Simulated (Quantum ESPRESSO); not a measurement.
# Aluminum (Fm-3m): electron-phonon coupling, part 3 of 3

Aim: phonons of metallic Aluminum (Fm-3m) and how strongly they couple to the electrons.

Quantum ESPRESSO 7.5; DFT LDA, scalar-relativistic, plane waves, PseudoDojo norm-conserving pseudopotentials.

So far. Step 7 (Linear response on the mesh): The acoustic modes at Γ come out as far as 0.2 cm⁻¹ from zero, where they should vanish, a small numerical error. The relaxed cell has a = 3.978 Å (conventional setting).

## Step 9: Interpolated phonon bands (continued)

Force constants by pair (phonopy on the run's constants); pairs near half the supercell's span include their periodic images. Pair force constants, by row:

```csv
atom,neighbour,distance (Å),third of the trace (eV/Å²),along the pair's line (eV/Å²)
Al1,itself,0,5.027,–
Al1,Al,2.813,-0.3918,-1.359
Al1,Al,3.978,-0.022,-0.1121
Al1,Al,4.873,0.0063,0.0281
Al1,Al,5.626,-0.0355,-0.1039
Al1,Al,6.29,-0.0107,-0.0312
Al1,Al,6.891,-0.0058,-0.0058
```

Harmonic mean-square displacement, third of the trace. Mean-square displacements:

```csv
T (K),Al1 U_eq (Å²)
0,0.00323
100,0.00406
300,0.00877
600,0.0168
```

Mode patterns, pair constants, displacements and means over the zone were worked out by phonopy from the force constants of q2r.x.

All branches are real along the path.

## Step 10: Sums over the zone

Sums over the zone need many more wavevectors than were solved, so the interpolation is sampled on a dense mesh.

matdyn.in

```
&INPUT
  asr    = 'crystal'
  flfrc  = 'x.fc'
  dos    = .true.
  fldos  = 'x.dos'
  nk1    = 20
  nk2    = 20
  nk3    = 20
  deltaE = 1.0
  la2F   = .true.
/
```

Command:

```bash
> matdyn.x -in matdyn.in > matdyn.out
```

Numbers of over 12 decimals in the logs are rounded to 6 here.

The log of the run:

```text
[banner, memory and clock lines left out]
Program MATDYN v.7.5

 mass for atomic type   1 not given; uses mass from file x.fc
 Norm of the difference between old and new effective charges:    0.000000

 Norm of the difference between old and new force-constants:   1.29905e-08

     Message from routine matdyn:
     Z* not found in file x.fc, TO-LO splitting at q=0 will be absent!
 Norm of the difference between old and new effective charges:    0.000000

 Norm of the difference between old and new force-constants:   2.16506e-09

 Norm of the difference between old and new effective charges:    0.000000

 Norm of the difference between old and new force-constants:   1.27501e-05

 Norm of the difference between old and new effective charges:    0.000000

 Norm of the difference between old and new force-constants:   5.59019e-05

 Norm of the difference between old and new effective charges:    0.000000

 Norm of the difference between old and new force-constants:   0.000101738

 Norm of the difference between old and new effective charges:    0.000000

 Norm of the difference between old and new force-constants:   0.000155768

 Norm of the difference between old and new effective charges:    0.000000

 Norm of the difference between old and new force-constants:   0.000213179

 Norm of the difference between old and new effective charges:    0.000000

 Norm of the difference between old and new force-constants:   0.000274171

 Norm of the difference between old and new effective charges:    0.000000

 Norm of the difference between old and new force-constants:   0.000347911

 Norm of the difference between old and new effective charges:    0.000000

 Norm of the difference between old and new force-constants:   0.000442712

 Norm of the difference between old and new effective charges:    0.000000

 Norm of the difference between old and new force-constants:   0.000560286

Note: The following floating-point exceptions are signalling: IEEE_UNDERFLOW_FLAG
```

Wall time 53 s (1 thread of Intel Xeon at 2.50GHz (Skylake/Cascade Lake), shared host).

Numbers from this step:

| Item | Value |
| --- | --- |
| share of modes beyond 3i cm⁻¹ on the dense interpolated mesh | 0 |
| electron-phonon coupling constant | 0.393 |
| logarithmic mean frequency weighted by the coupling | 330.2 K |
| zero-point energy per atom | 40.16 meV |
| heat capacity at 300 K | 22.69 J/(mol atoms K) |
| vibrational entropy at 300 K | 26.45 J/(mol atoms K) |

Tetrahedra. Table of phonon density of states by wavenumber; read off at these points:

```csv
wavenumber (cm⁻¹),phonon density of states (1/cm⁻¹/cell)
0,0
10,1.0e-5
20,3.0e-5
30,1.9e-4
40,2.7e-4
50,4.9e-4
60,7.4e-4
70,0.00106
80,0.00147
90,0.00201
100,0.00272
110,0.00363
120,0.00493
130,0.00685
140,0.0102
150,0.0173
160,0.0178
170,0.0185
180,0.0192
190,0.0199
200,0.0215
210,0.0150
220,0.0115
230,0.0099
240,0.0100
250,0.01
260,0.00967
270,0.00837
280,0.00635
290,0.0214
300,0.0284
310,0.0149
320,0.00817
330,0
```

Harmonic thermodynamic functions per atom, summed over the density of states scaled to three modes an atom; melting is ignored. Thermodynamic functions:

```csv
T (K),F_vib (meV/atom),S (J/mol-atom/K),C_V (J/mol-atom/K)
0,40.16,0,0
50,40.04,1.021,3.291
100,38.31,6.14,12.19
200,25.76,17.68,20.3
300,2.67,26.45,22.69
400,-28.34,33.12,23.64
500,-65.53,38.45,24.09
600,-107.7,42.87,24.35
700,-154.2,46.63,24.5
800,-204.2,49.91,24.61
900,-257.5,52.82,24.68
1000,-313.6,55.42,24.73
```

λ by broadening:

```csv
broadening (Ry),lambda,N(E_F) (states/spin/Ry/cell),ω_log (K)
0.005,0.4161,2.5,346.9
0.01,0.3858,2.611,329.6
0.015,0.3885,2.643,329.5
0.02,0.393,2.649,330.2
0.025,0.3937,2.651,329.8
0.03,0.3937,2.654,328.5
0.035,0.3944,2.656,327
0.04,0.3958,2.659,325.6
0.045,0.3974,2.66,324.3
0.05,0.3992,2.662,323.3
```

Gaussian broadening 0.02 Ry. Alpha^2 F against phonon energy; read off at these points:

```csv
phonon energy (meV),alpha^2 F
2.0,0
4.0,2.0e-4
6.0,6.9e-4
8.0,0.00190
10.0,0.00423
12.0,0.00872
14.0,0.0162
16.0,0.0302
18.0,0.0783
20.0,0.109
22.0,0.149
24.0,0.219
25.0,0.274
26.0,0.194
28.0,0.172
30.0,0.208
32.0,0.240
33.0,0.255
34.0,0.172
36.0,0.687
37.3,0.796
38.0,0.489
40.0,0.155
```

At 300 K the heat capacity has reached 91 % of the Dulong-Petit value.

## Step 11: What came out

| Quantity | Value |
| --- | --- |
| space group after relaxation | Fm-3m |
| volume per atom | 15.7 Å³ |
| q mesh | 4×4×4 |
| lowest mode on the q mesh (acoustic ones at the zone centre apart) | 115.3 cm⁻¹ |
| zero-point energy per atom | 40.2 meV |
| heat capacity at 300 K | 22.7 J/(mol atoms K) |
| vibrational entropy at 300 K | 26.4 J/(mol atoms K) |
| coupling constant for broadenings of 0.01 to 0.04 Ry | 0.39 to 0.40 |
| logarithmic mean frequency over the same range | 326 to 330 K |
| imaginary modes on the q mesh | none |

**Reading.** λ is about 0.39 and holds within 15 % over the middle broadenings, a weak coupling. Aluminum (Fm-3m) is dynamically stable on the 4×4×4 mesh; its spectrum reaches 329 cm⁻¹. These are harmonic frequencies at zero temperature: anharmonic shifts and linewidths and thermal expansion are left out. In a metal the frequencies hang on the k mesh and the smearing, most of all near Kohn anomalies.

[Host names and launcher messages were left out of these logs when they were recorded.]

[Logs are printed without paths, hosts, clocks, repeated set-up lines and the standing remarks that a program may print on its own settings, such as how far it seeks lower states.]

[Hosts, paths, dates, database ids (printed as entryN), source tags and the programs' standing remarks are cut or masked in the printed files.]
